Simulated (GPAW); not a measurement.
# How the functional moves the magnetism of linear W chain, spacing 2.672 A, part 2 of 2

Aim: see how far moments and order energies of linear W chain, spacing 2.672 A move with the functional, and what each set costs.

GPAW 26.7.0; several functionals; plane waves with GPAW's PAW setups, scalar-relativistic.

So far, largest spin moment in the augmentation sphere (μB): step 2 (rung 1 (LDA), start ferro +) 0.615; step 3 (rung 1 (LDA), start antiferro q=(0,0,1/2) +-) 2.13; step 4 (rung 2 (PBE), start ferro +) 1.34; step 5 (rung 2 (PBE), start antiferro q=(0,0,1/2) +-) 2.39; step 6 (rung 3 (revPBE), start ferro +) 1.84.

## (7) Set 3 (revPBE), start antiferro q=(0,0,1/2) +-

Level of this step: revPBE; plane waves with GPAW's PAW setups, scalar-relativistic (GPAW).

order2.py reads:

```python
import json
import numpy as np
from ase import Atoms
from ase.parallel import paropen, parprint
from gpaw import GPAW

atoms = Atoms(['W', 'W'],
    cell=[[12.0, 0.0, 0.0],
         [0.0, 12.0, 0.0],
         [0.0, 0.0, 5.344]],
    scaled_positions=[[0.5, 0.5, 0.0],
         [0.5, 0.5, 0.5]],
    pbc=True,
    magmoms=[1.0, -1.0])
atoms.calc = GPAW(mode={'name': 'pw', 'ecut': 600},
    xc='revPBE',
    kpts={'size': (1, 1, 5), 'gamma': True},
    occupations={'name': 'fermi-dirac', 'width': 0.05},
    convergence={'density': 1e-05, 'energy': 1e-05},
    maxiter=200,
    symmetry={'tolerance': 1e-4},
    txt='order2.txt')
e = atoms.get_potential_energy(force_consistent=True)
res = {'free_energy': e, 'energy_sigma0': atoms.get_potential_energy(), 'fermi_energy': atoms.calc.get_fermi_level()}
res['moments'] = atoms.get_magnetic_moments().tolist()
res['total'] = atoms.get_magnetic_moment()
parprint('site moments (muB):', np.round(res['moments'], 3))
parprint(f"total moment: {res['total']:.3f} muB")
parprint(f'free energy: {e:.6f} eV')
atoms.calc.write('order2.gpw')
with paropen('results.json', 'w') as f:
    json.dump(res, f)
```

The run is started by

```sh
$ OMP_NUM_THREADS=1 python3 order2.py > order2.log
```

What it wrote:

```text
site moments (muB): [ 2.459 -2.459]
total moment: -0.000 muB
free energy: -11.125030 eV

--- order2.txt ---
Input parameters:
  mode=PW(ecut=600),
  convergence={'density': 1e-05, 'energy': 1e-05},
  kpts=MonkhorstPack(size=(1, 1, 5), gamma=True),
  maxiter=200,
  occupations=Occupations(name='fermi-dirac', width=0.05),
  symmetry=Symmetry(tolerance=0.0001),
  xc=XC(name='revPBE')

Diagonalizing LCAO Hamiltonian
[...]
|         17 |        -0.835 |     0.000 |        -0.835 |     0.000 |
|         18 |        -0.833 |     0.000 |        -0.833 |     0.000 |
|         19 |         0.433 |     0.000 |         0.433 |     0.000 |
|         20 |         0.433 |     0.000 |         0.433 |     0.000 |

Gap: 0.509 eV
Transition (v -> c):
  (s=0, k=2, n=13, [0.00, 0.00, 0.40]) -> (s=1, k=2, n=14, [0.00, 0.00, 0.40])
No difference between direct/indirect transitions


[key lines of the parts left out:]
Free energy:     -11.125030
Converged in 19 steps
dipole moment: (0.000024, 0.000024, -19.756229)  # |e|*Ang
Fermi level: -3.516
```

The job ended after 81 s (1 MPI rank of Arm Neoverse V2, shared host; peak memory 0.62 GiB).

Numbers from this step:

```yaml
magnetization: 0 μB
final_state: antiferromagnetic
largest_moment: 2.459 μB
```

This start lies -512.9 meV a seeded atom from the first, a change of -48.0 meV since set 2; its largest moment is 2.46 μB.

## (8) Set 4 (RPBE), start ferro +

order1.py reads:

```python
import json
import numpy as np
from ase import Atoms
from ase.parallel import paropen, parprint
from gpaw import GPAW

atoms = Atoms(['W'],
    cell=[[12.0, 0.0, 0.0],
         [0.0, 12.0, 0.0],
         [0.0, 0.0, 2.672]],
    scaled_positions=[[0.5, 0.5, 0.0]],
    pbc=True,
    magmoms=[1.0])
atoms.calc = GPAW(mode={'name': 'pw', 'ecut': 600},
    xc='RPBE',
    kpts={'size': (1, 1, 10), 'gamma': True},
    occupations={'name': 'fermi-dirac', 'width': 0.05},
    convergence={'density': 1e-05, 'energy': 1e-05},
    maxiter=200,
    symmetry={'tolerance': 1e-4},
    txt='order1.txt')
e = atoms.get_potential_energy(force_consistent=True)
res = {'free_energy': e, 'energy_sigma0': atoms.get_potential_energy(), 'fermi_energy': atoms.calc.get_fermi_level()}
res['moments'] = atoms.get_magnetic_moments().tolist()
res['total'] = atoms.get_magnetic_moment()
parprint('site moments (muB):', np.round(res['moments'], 3))
parprint(f"total moment: {res['total']:.3f} muB")
parprint(f'free energy: {e:.6f} eV')
atoms.calc.write('order1.gpw')
with paropen('results.json', 'w') as f:
    json.dump(res, f)
```

The run is started by

```sh
$ OMP_NUM_THREADS=1 python3 order1.py > order1.log
```

What it wrote:

```text
site moments (muB): [1.804]
total moment: 2.982 muB
free energy: -5.037504 eV

--- order1.txt ---
Input parameters:
  mode=PW(ecut=600),
  convergence={'density': 1e-05, 'energy': 1e-05},
  kpts=MonkhorstPack(size=(1, 1, 10), gamma=True),
  maxiter=200,
  occupations=Occupations(name='fermi-dirac', width=0.05),
  symmetry=Symmetry(tolerance=0.0001),
  xc=XC(name='RPBE')

Diagonalizing LCAO Hamiltonian
[...]
|          3 |       -41.214 |     1.000 |       -40.421 |     1.000 |
|          4 |        -8.057 |     1.000 |        -7.246 |     1.000 |
[...]
|          9 |        -2.071 |     0.000 |        -1.027 |     0.000 |
|         10 |        -0.772 |     0.000 |         0.525 |     0.000 |
|         11 |        -0.772 |     0.000 |         0.525 |     0.000 |
|         12 |         0.261 |     0.000 |         0.604 |     0.000 |

No gap
No difference between direct/indirect transitions


[key lines of the parts left out:]
Free energy:      -5.037504
Converged in 22 steps
dipole moment: (0.000012, 0.000012, -9.903462)  # |e|*Ang
Fermi level: -3.465
```

Run time: 51 s. Hardware: 1 MPI rank; peak memory 0.37 GiB.

Numbers from this step:

```yaml
magnetization: 2.982 μB
final_state: ferromagnetic
largest_moment: 1.804 μB
```

The largest moment moves by -0.03 μB from set 3, at 1.0 times its CPU time.

## (9) Set 4 (RPBE), start antiferro q=(0,0,1/2) +-

order2.py is the script of step 7 with these lines changed:

```diff
@@ -15,3 +15,3 @@
 atoms.calc = GPAW(mode={'name': 'pw', 'ecut': 600},
-    xc='revPBE',
+    xc='RPBE',
     kpts={'size': (1, 1, 5), 'gamma': True},
```

The run is started by

```sh
$ OMP_NUM_THREADS=1 python3 order2.py > order2.log
```

What it wrote:

```text
site moments (muB): [ 2.468 -2.468]
total moment: -0.000 muB
free energy: -11.125101 eV

--- order2.txt ---
Input parameters:
  mode=PW(ecut=600),
  convergence={'density': 1e-05, 'energy': 1e-05},
  kpts=MonkhorstPack(size=(1, 1, 5), gamma=True),
  maxiter=200,
  occupations=Occupations(name='fermi-dirac', width=0.05),
  symmetry=Symmetry(tolerance=0.0001),
  xc=XC(name='RPBE')

Diagonalizing LCAO Hamiltonian
[...]
|         17 |        -0.855 |     0.000 |        -0.855 |     0.000 |
|         18 |        -0.853 |     0.000 |        -0.853 |     0.000 |
|         19 |         0.450 |     0.000 |         0.450 |     0.000 |
|         20 |         0.450 |     0.000 |         0.450 |     0.000 |

Gap: 0.500 eV
Transition (v -> c):
  (s=0, k=2, n=13, [0.00, 0.00, 0.40]) -> (s=1, k=2, n=14, [0.00, 0.00, 0.40])
No difference between direct/indirect transitions


[key lines of the parts left out:]
Free energy:     -11.125101
Converged in 19 steps
dipole moment: (0.000024, 0.000024, -19.750542)  # |e|*Ang
Fermi level: -3.526
```

Wall time 82 s (1 MPI rank); peak memory 0.62 GiB.

This step gave:

```yaml
magnetization: 0 μB
final_state: antiferromagnetic
largest_moment: 2.468 μB
```

This start lies -525.0 meV a seeded atom from the first, a change of -12.2 meV since set 3; its largest moment is 2.47 μB.

## (10) The sets together

List, by row:

| set | functional | state from the first start | state from the second start | second less first (meV a seeded atom) | moment, first (μB) | moment, second (μB) | CPU time (s) |
| --- | --- | --- | --- | --- | --- | --- | --- |
| 1 | LDA | ferromagnetic | antiferromagnetic | -314.8 | 0.6148 | 2.128 | 102.7 |
| 2 | PBE | ferromagnetic | antiferromagnetic | -464.8 | 1.336 | 2.39 | 124.4 |
| 3 | revPBE | ferromagnetic | antiferromagnetic | -512.9 | 1.837 | 2.459 | 132.5 |
| 4 | RPBE | ferromagnetic | antiferromagnetic | -525 | 1.804 | 2.468 | 133.6 |

## (11) Outcome

| Item | Value |
| --- | --- |
| range of the moment in the table, second start | 2.13 to 2.47 μB |
| range of CPU time | 1.7 min to 2.2 min |
| range of the energy difference | -525 to -315 meV a seeded atom |

What this shows: For the second start the functionals give moments from 2.13 to 2.47 μB and energy differences from -525 to -315 meV a seeded atom, a spread that no finer setting would remove; all use the same cell, so differences in their own lattice constants don't enter. The second start ends lower on every set of the table. The other start's moment moves more, from 0.61 to 1.84 μB.

[Long decimals in the printed logs are rounded to 6 places.]

[Logs and program files are shortened in this print: banners, set-up blocks, solver, clock and traceback lines can be left out without a mark of their own.]

[Logs are printed without paths, hosts, clocks, repeated set-up lines and the standing remarks that a program may print on its own settings, such as how far it seeks lower states.]

[Hosts, paths, dates, database ids (printed as entryN), source tags and the programs' standing remarks are cut or masked in the printed files.]

[Where the starting crystal was built by hand or by swapping elements, it need not be the compound's stable phase.]

[Where a cell is said to come from a database of computed structures, the database is the Materials Project.]

[Runs that the program refused, that were killed for memory or that had too few empty states are not shown or counted.]

[Lattice constants of own cells that a recipe calls measured were typed without a cited source.]
